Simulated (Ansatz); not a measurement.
# Squeezing and shearing glassy 58SiO2-11Na2O-13BaO-18CaO (mol %) (102 atoms), part 3 of 4

How stiff is glassy 58SiO2-11Na2O-13BaO-18CaO (mol %) (102 atoms), and how do its levels respond to strain?

Ansatz 0.2.0; Kohn-Sham DFT, LDA, PAW (set soft_2), plane waves.

The cell: 22 Si, 8 Na, 5 Ba, 7 Ca and 60 O. The quench rate of 50 K/ps far exceeds what a furnace or splat quench reaches. The network of bonds at the start is that of the classical potential that made the cell. The Brillouin zone is sampled at Γ only. The levels lack spin–orbit coupling.

So far. Step 2 (Single point at the start): The r.m.s. force at the start is 1.3 eV/Å. Step 3 (Cell and atoms relaxed): The relaxation converged after 39 steps, with a largest force component of 0.031 eV/Å.

### 5. Volume -3 %

The relaxed cell is scaled evenly and the atoms are relaxed again; the stress at the end gives one point of P(V).

Input file input.yaml:

```yaml
crystal:
  lattice:
    - [10.5379, 0.41302, 0.18523]
    - [0.41302, 11.42592, 0.27283]
    - [0.18523, 0.27283, 10.9905]
  atoms:
    [... the 102 atom lines of step 4 ...]
kpoints:
  mp_grid: { grid: [1, 1, 1] }
hamiltonian:
  xc: lda
scf:
  occupations: { method: fixed }
output:
  forces: true
  eigenvalues: true
  stress: true
relax:
  f_tol: 0.05
  max_steps: 70
```

Run with:

```
> ansatz run input.yaml --threads 4 --pin off --max-ram 8192MiB --backend cpu --events-out ev --progress --plain --runs-dir out
```

Numbers of over 12 decimals in the logs are rounded to 6 here.

Output:

```text
Warning: output.stress: scf.convergence.dr2_threshold = 1e-7 eV (the SCF's general default) is looser than the 1.02e-8 eV advised for a printed stress (1e-10 eV for each atom of the cell: 102). What an SCF threshold leaves in a stress goes as its square root, and in the free energy as the threshold itself, and one threshold admits the most on a small cell: [...]
[...]
Crystal: 102 atoms, lattice volume = 1320.304 Å³
Basis set: ecut = 420 eV, 25767 PW (Γ)
Bands: 422, of which v1, the nominal top of the filled ones, is band 320 counted from 1 (319 counted from 0)
Symmetry: 1 space group operations
[...]
k-points: 1
[...]
SCF iter   1: F=—  HF=-99880.363358 eV  |F-HF|=—  |Δ(HF+E_count)|=         —  Δρ=1.38e-2  dr2=2.27e0  ethr=1.77e-3  ⟨swp⟩=5.0  Hψ=1619  notcnv=0  defer=100
[...]
SCF iter   6: F=—  HF=-99879.669610 eV  |F-HF|=—  |Δ(HF+E_count)|=   1.80e-5  Δρ=1.04e-4  dr2=1.31e-4  ethr=6.95e-8  ⟨swp⟩=3.0  Hψ=525  notcnv=0  defer=100
SCF iter   7: F=-99879.669598 eV  HF=-99879.669605 eV  |F-HF|=6.46e-6  |Δ(HF+E_count)|=   5.21e-6  Δρ=3.77e-5  dr2=1.81e-5  ethr=9.77e-9  ⟨swp⟩=18.0  Hψ=2898  notcnv=0
SCF 1 converged in 7 iterations: F = -99879.669598 eV  dr2 = 1.81e-5
[...]
relax step   1: F+E_penalty+E_count = -99879.66959827 eV  Δ(F+E_penalty+E_count) = +0.000e0 eV  max|allowed force component| = 5.991e-1 eV/Å  Δτ_max = 0.0000 Å  (7 SCF iters, dr2 threshold 6.25e-5 eV, accepted)
[...]
relax step   2: F+E_penalty+E_count = -99879.87790160 eV  Δ(F+E_penalty+E_count) = -2.083e-1 eV  max|allowed force component| = 4.050e-1 eV/Å  Δτ_max = 0.0864 Å  (6 SCF iters, dr2 threshold 2.24e-5 eV, accepted)
[...]
relax step   3: F+E_penalty+E_count = -99880.00046605 eV  Δ(F+E_penalty+E_count) = -1.226e-1 eV  max|allowed force component| = 2.189e-1 eV/Å  Δτ_max = 0.0862 Å  (7 SCF iters, dr2 threshold 1.03e-5 eV, accepted)
relax step   4: F+E_penalty+E_count = -99879.83884562 eV  Δ(F+E_penalty+E_count) = +1.616e-1 eV  max|allowed force component| = 5.770e-1 eV/Å  Δτ_max = 0.2000 Å  (7 SCF iters, dr2 threshold 1.40e-5 eV, rejected (line search))
relax step   5: F+E_penalty+E_count = -99880.04916289 eV  Δ(F+E_penalty+E_count) = -4.870e-2 eV  max|allowed force component| = 7.745e-2 eV/Å  Δτ_max = 0.0568 Å  (10 SCF iters, accepted)
relax step   6: F+E_penalty+E_count = -99880.05138354 eV  Δ(F+E_penalty+E_count) = -2.221e-3 eV  max|allowed force component| = 9.675e-2 eV/Å  Δτ_max = 0.1000 Å  (9 SCF iters, accepted)
[...]
relax step   7: F+E_penalty+E_count = -99880.06155830 eV  Δ(F+E_penalty+E_count) = -1.017e-2 eV  max|allowed force component| = 4.353e-2 eV/Å  Δτ_max = 0.0358 Å  (9 SCF iters, accepted)
SCF converged after 9 iterations
Free energy (F): -99880.061558 eV
[...]
Internal energy: -99880.061558 eV  (E = F + TS)
E sigma→0 (E₀):  -99880.061558 eV
Fermi energy:    5.815378 eV
[...]
Σ components = -99880.061558   (vs F -99880.061558, Δ=0.00e0)
--- Forces (eV/Å), atoms counted from 1 ---
  atom   1  Si    -0.01682661     0.02591139    -0.01059044
  atom   2  Si     0.01689117     0.00630690     0.00851015
  atom   3  Si    -0.01192752     0.00023546     0.00057957
  atom   4  Si     0.00715767    -0.02765558     0.00245735
[...]
atom 102  O      0.01014243     0.00954795     0.00269277
  max |Σ_I F_I| component: 9.50e-5 eV/Å
--- Stress (GPa, compression-positive) ---
        1.624679       0.224432       0.146891
        0.224432       1.468458      -0.032860
        0.146891      -0.032860       1.920623
  P = ⅓ Tr σ = 1.6713 GPa (16.713 kbar)
--- Band table (eV) ---
[...]
--- Relaxed structure (7 steps of the walk, 6 accepted, 0 SCFs on fresh bases) ---
  F+E_penalty+E_count = -99880.06155830 eV   max|allowed force component| = 4.353e-2 eV/Å
  atoms:
    - { symbol: Si, position: [0.462593, 0.566916, 0.969476] }
    - { symbol: Si, position: [0.646766, 0.917212, 0.341777] }
    - { symbol: Si, position: [0.784849, 0.111984, 0.483703] }
    - { symbol: Si, position: [0.226019, 0.609471, 0.655188] }
[...]
- { symbol: O, position: [0.729394, 0.767281, 0.00463219] }
```

The job ended after 2.5 min (4 threads of Arm Neoverse V1, shared host; peak memory 1.8 GiB).

The program notes that the SCF threshold is loose for the stress.

The relaxation converged after 7 steps, 0.392 eV below its start, with a largest force component of 0.044 eV/Å.

Volume -3 %: the energy stands 0.220 eV above that of the reference, at a pressure of 1.67 GPa.

### 6. Volume +3 %

The relaxed cell is scaled to another volume.

input.yaml, the sections that differ from step 5:

```yaml
crystal:
  lattice:
    - [10.75085, 0.42136, 0.18897]
    - [0.42136, 11.65681, 0.27834]
    - [0.18897, 0.27834, 11.21259]
  atoms:
    [... the 102 atom lines of step 4 ...]
# kpoints, hamiltonian, scf, output, relax: as in step 5
```

Output:

```text
[...]
Crystal: 102 atoms, lattice volume = 1401.973 Å³
Basis set: ecut = 420 eV, 27417 PW (Γ)
Bands: 422, of which v1, the nominal top of the filled ones, is band 320 counted from 1 (319 counted from 0)
Symmetry: 1 space group operations
[...]
k-points: 1
[...]
SCF iter   1: F=—  HF=-99880.451600 eV  |F-HF|=—  |Δ(HF+E_count)|=         —  Δρ=1.37e-2  dr2=2.40e0  ethr=1.77e-3  ⟨swp⟩=5.0  Hψ=1624  notcnv=0  defer=100
[...]
SCF iter   6: F=—  HF=-99879.739200 eV  |F-HF|=—  |Δ(HF+E_count)|=   1.38e-4  Δρ=1.06e-4  dr2=1.70e-4  ethr=1.61e-7  ⟨swp⟩=3.0  Hψ=777  notcnv=0  defer=100
SCF iter   7: F=-99879.739193 eV  HF=-99879.739195 eV  |F-HF|=2.01e-6  |Δ(HF+E_count)|=   4.56e-6  Δρ=3.62e-5  dr2=1.90e-5  ethr=9.77e-9  ⟨swp⟩=19.0  Hψ=2991  notcnv=0
SCF 1 converged in 7 iterations: F = -99879.739193 eV  dr2 = 1.90e-5
[...]
relax step   1: F+E_penalty+E_count = -99879.73919313 eV  Δ(F+E_penalty+E_count) = +0.000e0 eV  max|allowed force component| = 5.410e-1 eV/Å  Δτ_max = 0.0000 Å  (7 SCF iters, dr2 threshold 6.25e-5 eV, accepted)
[...]
relax step   2: F+E_penalty+E_count = -99879.92098839 eV  Δ(F+E_penalty+E_count) = -1.818e-1 eV  max|allowed force component| = 4.020e-1 eV/Å  Δτ_max = 0.0983 Å  (7 SCF iters, dr2 threshold 1.83e-5 eV, accepted)
[...]
relax step   3: F+E_penalty+E_count = -99880.04434863 eV  Δ(F+E_penalty+E_count) = -1.234e-1 eV  max|allowed force component| = 2.260e-1 eV/Å  Δτ_max = 0.0790 Å  (7 SCF iters, dr2 threshold 1.01e-5 eV, accepted)
relax step   4: F+E_penalty+E_count = -99880.05891427 eV  Δ(F+E_penalty+E_count) = -1.457e-2 eV  max|allowed force component| = 1.721e-1 eV/Å  Δτ_max = 0.0910 Å  (7 SCF iters, dr2 threshold 1.62e-5 eV, accepted)
relax step   5: F+E_penalty+E_count = -99880.08692796 eV  Δ(F+E_penalty+E_count) = -2.801e-2 eV  max|allowed force component| = 7.996e-2 eV/Å  Δτ_max = 0.0594 Å  (6 SCF iters, dr2 threshold 9.37e-6 eV, accepted)
relax step   6: F+E_penalty+E_count = -99880.07276575 eV  Δ(F+E_penalty+E_count) = +1.416e-2 eV  max|allowed force component| = 1.992e-1 eV/Å  Δτ_max = 0.1787 Å  (10 SCF iters, rejected (line search))
relax step   7: F+E_penalty+E_count = -99880.10131742 eV  Δ(F+E_penalty+E_count) = -1.439e-2 eV  max|allowed force component| = 5.864e-2 eV/Å  Δτ_max = 0.0884 Å  (9 SCF iters, accepted)
[...]
relax step   8: F+E_penalty+E_count = -99880.10291999 eV  Δ(F+E_penalty+E_count) = -1.603e-3 eV  max|allowed force component| = 4.144e-2 eV/Å  Δτ_max = 0.0115 Å  (7 SCF iters, accepted)
SCF converged after 7 iterations
Free energy (F): -99880.102920 eV
[...]
Internal energy: -99880.102920 eV  (E = F + TS)
E sigma→0 (E₀):  -99880.102920 eV
Fermi energy:    5.071341 eV
[...]
Σ components = -99880.102920   (vs F -99880.102920, Δ=0.00e0)
--- Forces (eV/Å), atoms counted from 1 ---
  atom   1  Si    -0.00951363    -0.00939264     0.00909443
  atom   2  Si    -0.02184301     0.00360410     0.00068566
  atom   3  Si    -0.00042341    -0.00664514     0.01624272
  atom   4  Si    -0.01086431     0.00302484    -0.01336168
[...]
atom 102  O     -0.01772044    -0.00697343    -0.01334629
  max |Σ_I F_I| component: 1.27e-4 eV/Å
--- Stress (GPa, compression-positive) ---
       -1.386903      -0.206129      -0.177015
       -0.206129      -1.040001       0.061403
       -0.177015       0.061403      -1.635174
  P = ⅓ Tr σ = -1.3540 GPa (-13.540 kbar)
--- Band table (eV) ---
[...]
--- Relaxed structure (8 steps of the walk, 7 accepted, 0 SCFs on fresh bases) ---
  F+E_penalty+E_count = -99880.10291999 eV   max|allowed force component| = 4.144e-2 eV/Å
  atoms:
    - { symbol: Si, position: [0.462940, 0.572864, 0.975593] }
    - { symbol: Si, position: [0.644888, 0.925249, 0.338086] }
    - { symbol: Si, position: [0.785201, 0.109727, 0.484393] }
    - { symbol: Si, position: [0.224609, 0.609833, 0.662289] }
[...]
- { symbol: O, position: [0.729629, 0.767991, 0.017018] }
```

Wall time 3.1 min (4 threads); peak memory 1.9 GiB.

The relaxation converged after 8 steps, 0.364 eV below its start, with a largest force component of 0.041 eV/Å.

Volume +3 %: the energy stands 0.179 eV above that of the reference, at a pressure of -1.35 GPa.

### 7. Volume -6 %

The relaxed cell is scaled to another volume.

Input and log are left out; they have the form of those shown for this kind of step.

Elapsed: 6.3 min, on 4 threads of Arm Neoverse V1, shared host; peak memory 1.8 GiB.

The relaxation converged after 18 steps, 1.88 eV below its start, with a largest force component of 0.033 eV/Å.

Volume -6 %: the energy stands 0.650 eV above that of the reference, at a pressure of 2.90 GPa.

### 8. Volume +6 %

The relaxed cell is scaled to another volume.

Input and log are left out; they have the form of those shown for this kind of step.

Wall time 4.5 min (4 threads of Arm Neoverse V1, shared host); peak memory 1.9 GiB.

The relaxation converged after 11 steps, 1.40 eV below its start, with a largest force component of 0.050 eV/Å.

Volume +6 %: the energy stands 0.659 eV above that of the reference, at a pressure of -2.45 GPa.

### 9. Volume -10 %

The relaxed cell is scaled to another volume.

Input and log are left out; they have the form of those shown for this kind of step.

It took 6.8 min on 4 threads of Arm Neoverse V1, shared host; peak memory 1.7 GiB; 26 min of CPU time.

The relaxation converged after 19 steps, 5.42 eV below its start, with a largest force component of 0.043 eV/Å.

Volume -10 %: the energy stands 2.15 eV above that of the reference, at a pressure of 6.08 GPa.

### 10. Stretched by 1 % along x

The relaxed cell is strained along x alone, which gives the stiffness along x and its coupling to y and z.

input.yaml, the sections that differ from step 6:

```yaml
crystal:
  lattice:
    - [10.75189, 0.41723, 0.18712]
    - [0.4214, 11.54252, 0.27561]
    - [0.18899, 0.27561, 11.10266]
  atoms:
    [... the 102 atom lines of step 4 ...]
# kpoints, hamiltonian, scf, output, relax: as in step 6
```

Output:

```text
[...]
Crystal: 102 atoms, lattice volume = 1374.750 Å³
Basis set: ecut = 420 eV, 26877 PW (Γ)
Bands: 422, of which v1, the nominal top of the filled ones, is band 320 counted from 1 (319 counted from 0)
Symmetry: 1 space group operations
[...]
k-points: 1
[...]
SCF iter   1: F=—  HF=-99880.865517 eV  |F-HF|=—  |Δ(HF+E_count)|=         —  Δρ=1.37e-2  dr2=2.36e0  ethr=1.77e-3  ⟨swp⟩=5.0  Hψ=1622  notcnv=0  defer=100
[...]
SCF iter   6: F=—  HF=-99880.158264 eV  |F-HF|=—  |Δ(HF+E_count)|=   1.06e-4  Δρ=1.03e-4  dr2=1.54e-4  ethr=1.39e-7  ⟨swp⟩=2.0  Hψ=783  notcnv=0  defer=100
SCF iter   7: F=-99880.158257 eV  HF=-99880.158260 eV  |F-HF|=3.50e-6  |Δ(HF+E_count)|=   3.31e-6  Δρ=3.67e-5  dr2=1.88e-5  ethr=9.77e-9  ⟨swp⟩=18.0  Hψ=2916  notcnv=0
SCF 1 converged in 7 iterations: F = -99880.158257 eV  dr2 = 1.88e-5
[...]
relax step   1: F+E_penalty+E_count = -99880.15825698 eV  Δ(F+E_penalty+E_count) = +0.000e0 eV  max|allowed force component| = 4.580e-1 eV/Å  Δτ_max = 0.0000 Å  (7 SCF iters, dr2 threshold 6.25e-5 eV, accepted)
[...]
relax step   2: F+E_penalty+E_count = -99880.20276586 eV  Δ(F+E_penalty+E_count) = -4.451e-2 eV  max|allowed force component| = 2.618e-1 eV/Å  Δτ_max = 0.0373 Å  (6 SCF iters, dr2 threshold 1.31e-5 eV, accepted)
[...]
relax step   3: F+E_penalty+E_count = -99880.23046431 eV  Δ(F+E_penalty+E_count) = -2.770e-2 eV  max|allowed force component| = 1.158e-1 eV/Å  Δτ_max = 0.0231 Å  (6 SCF iters, dr2 threshold 4.28e-6 eV, accepted)
relax step   4: F+E_penalty+E_count = -99880.12863738 eV  Δ(F+E_penalty+E_count) = +1.018e-1 eV  max|allowed force component| = 3.658e-1 eV/Å  Δτ_max = 0.0842 Å  (8 SCF iters, dr2 threshold 2.62e-6 eV, rejected (line search))
[...]
relax step   5: F+E_penalty+E_count = -99880.23830819 eV  Δ(F+E_penalty+E_count) = -7.844e-3 eV  max|allowed force component| = 4.984e-2 eV/Å  Δτ_max = 0.0203 Å  (9 SCF iters, accepted)
SCF converged after 9 iterations
Free energy (F): -99880.238308 eV
[...]
Internal energy: -99880.238308 eV  (E = F + TS)
E sigma→0 (E₀):  -99880.238308 eV
Fermi energy:    5.314031 eV
[...]
Σ components = -99880.238308   (vs F -99880.238308, Δ=0.00e0)
--- Forces (eV/Å), atoms counted from 1 ---
  atom   1  Si    -0.01242408     0.00232758    -0.02558818
  atom   2  Si     0.01350154    -0.01355153     0.00696202
  atom   3  Si    -0.01602776    -0.01745738    -0.00267093
  atom   4  Si     0.00890555     0.01053169     0.00622084
[...]
atom 102  O     -0.00607985     0.00627625     0.01354344
  max |Σ_I F_I| component: 1.78e-4 eV/Å
--- Stress (GPa, compression-positive) ---
       -0.922079      -0.048731      -0.078549
       -0.048731      -0.264652       0.016553
       -0.078549       0.016553      -0.371995
  P = ⅓ Tr σ = -0.5196 GPa (-5.196 kbar)
--- Band table (eV) ---
[...]
--- Relaxed structure (5 steps of the walk, 4 accepted, 0 SCFs on fresh bases) ---
  F+E_penalty+E_count = -99880.23830819 eV   max|allowed force component| = 4.984e-2 eV/Å
  atoms:
    - { symbol: Si, position: [0.461727, 0.569959, 0.972743] }
    - { symbol: Si, position: [0.645049, 0.921724, 0.339869] }
    - { symbol: Si, position: [0.784291, 0.110543, 0.484576] }
    - { symbol: Si, position: [0.224627, 0.610327, 0.658804] }
[...]
- { symbol: O, position: [0.730110, 0.768145, 0.011767] }
```

Run time: 1.8 min. Hardware: 4 threads; peak memory 1.8 GiB; 7 min of CPU time.

The relaxation converged after 5 steps, 0.0801 eV below its start, with a largest force component of 0.050 eV/Å.

Stretched by 1 % along x: the energy stands 0.0436 eV above that of the reference, at a pressure of -0.520 GPa.

### 11. Compressed by 1 % along x

The relaxed cell is strained along x alone, which gives the stiffness along x and its coupling to y and z.

input.yaml, the sections that differ from step 10:

```yaml
crystal:
  lattice:
    - [10.53899, 0.41723, 0.18712]
    - [0.41306, 11.54252, 0.27561]
    - [0.18525, 0.27561, 11.10266]
  atoms:
    [... the 102 atom lines of step 4 ...]
# kpoints, hamiltonian, scf, output, relax: as in step 10
```

Output:

```text
[...]
Crystal: 102 atoms, lattice volume = 1347.528 Å³
Basis set: ecut = 420 eV, 26355 PW (Γ)
Bands: 422, of which v1, the nominal top of the filled ones, is band 320 counted from 1 (319 counted from 0)
Symmetry: 1 space group operations
[...]
k-points: 1
[...]
SCF iter   1: F=—  HF=-99880.857909 eV  |F-HF|=—  |Δ(HF+E_count)|=         —  Δρ=1.37e-2  dr2=2.31e0  ethr=1.77e-3  ⟨swp⟩=5.0  Hψ=1619  notcnv=0  defer=100
[...]
SCF iter   6: F=—  HF=-99880.157556 eV  |F-HF|=—  |Δ(HF+E_count)|=   1.90e-5  Δρ=1.04e-4  dr2=1.39e-4  ethr=7.41e-8  ⟨swp⟩=2.0  Hψ=522  notcnv=0  defer=100
SCF iter   7: F=-99880.157548 eV  HF=-99880.157552 eV  |F-HF|=4.83e-6  |Δ(HF+E_count)|=   3.42e-6  Δρ=3.69e-5  dr2=1.81e-5  ethr=9.77e-9  ⟨swp⟩=19.0  Hψ=2976  notcnv=0
SCF 1 converged in 7 iterations: F = -99880.157548 eV  dr2 = 1.81e-5
[...]
relax step   1: F+E_penalty+E_count = -99880.15754759 eV  Δ(F+E_penalty+E_count) = +0.000e0 eV  max|allowed force component| = 5.010e-1 eV/Å  Δτ_max = 0.0000 Å  (7 SCF iters, dr2 threshold 6.25e-5 eV, accepted)
[...]
relax step   2: F+E_penalty+E_count = -99880.20581037 eV  Δ(F+E_penalty+E_count) = -4.826e-2 eV  max|allowed force component| = 2.672e-1 eV/Å  Δτ_max = 0.0410 Å  (6 SCF iters, dr2 threshold 1.57e-5 eV, accepted)
[...]
relax step   3: F+E_penalty+E_count = -99880.23211201 eV  Δ(F+E_penalty+E_count) = -2.630e-2 eV  max|allowed force component| = 1.049e-1 eV/Å  Δτ_max = 0.0333 Å  (6 SCF iters, dr2 threshold 4.46e-6 eV, accepted)
relax step   4: F+E_penalty+E_count = -99880.16359732 eV  Δ(F+E_penalty+E_count) = +6.851e-2 eV  max|allowed force component| = 3.704e-1 eV/Å  Δτ_max = 0.0807 Å  (9 SCF iters, rejected (line search))
relax step   5: F+E_penalty+E_count = -99880.23977969 eV  Δ(F+E_penalty+E_count) = -7.668e-3 eV  max|allowed force component| = 6.133e-2 eV/Å  Δτ_max = 0.0283 Å  (9 SCF iters, accepted)
relax step   6: F+E_penalty+E_count = -99880.22844126 eV  Δ(F+E_penalty+E_count) = +1.134e-2 eV  max|allowed force component| = 9.627e-2 eV/Å  Δτ_max = 0.0751 Å  (9 SCF iters, rejected (line search))
[...]
relax step   7: F+E_penalty+E_count = -99880.24273963 eV  Δ(F+E_penalty+E_count) = -2.960e-3 eV  max|allowed force component| = 2.854e-2 eV/Å  Δτ_max = 0.0216 Å  (9 SCF iters, accepted)
SCF converged after 9 iterations
Free energy (F): -99880.242740 eV
[...]
Internal energy: -99880.242740 eV  (E = F + TS)
E sigma→0 (E₀):  -99880.242740 eV
Fermi energy:    5.529824 eV
[...]
Σ components = -99880.242740   (vs F -99880.242740, Δ=0.00e0)
--- Forces (eV/Å), atoms counted from 1 ---
  atom   1  Si    -0.01518689     0.01521293     0.00876475
  atom   2  Si    -0.00615739    -0.00399640     0.00115480
  atom   3  Si    -0.01224080    -0.00231006     0.00099890
  atom   4  Si     0.00354826    -0.01163762    -0.00532979
[...]
atom 102  O      0.00411990     0.00263678    -0.00755069
  max |Σ_I F_I| component: 9.52e-5 eV/Å
--- Stress (GPa, compression-positive) ---
        0.918919       0.092900       0.077026
        0.092900       0.314866      -0.009639
        0.077026      -0.009639       0.394366
  P = ⅓ Tr σ = 0.5427 GPa (5.427 kbar)
--- Band table (eV) ---
[...]
--- Relaxed structure (7 steps of the walk, 5 accepted, 0 SCFs on fresh bases) ---
  F+E_penalty+E_count = -99880.24273963 eV   max|allowed force component| = 2.854e-2 eV/Å
  atoms:
    - { symbol: Si, position: [0.464189, 0.569392, 0.971487] }
    - { symbol: Si, position: [0.646607, 0.920247, 0.339947] }
    - { symbol: Si, position: [0.785419, 0.111483, 0.483408] }
    - { symbol: Si, position: [0.226102, 0.609460, 0.659009] }
[...]
- { symbol: O, position: [0.728874, 0.768423, 0.0087673] }
```

It took 2.8 min on 4 threads; peak memory 1.8 GiB; 11 min of CPU time.

The relaxation converged after 7 steps, 0.0852 eV below its start, with a largest force component of 0.029 eV/Å.

Compressed by 1 % along x: the energy stands 0.0392 eV above that of the reference, at a pressure of 0.543 GPa.

(Part 3 of 4 ends here.)

[Logs are printed without paths, hosts, clocks, repeated set-up lines and the standing remarks that a program may print on its own settings, such as how far it seeks lower states.]

[Hosts, paths, dates, database ids (printed as entryN), source tags and the programs' standing remarks are cut or masked in the printed files.]
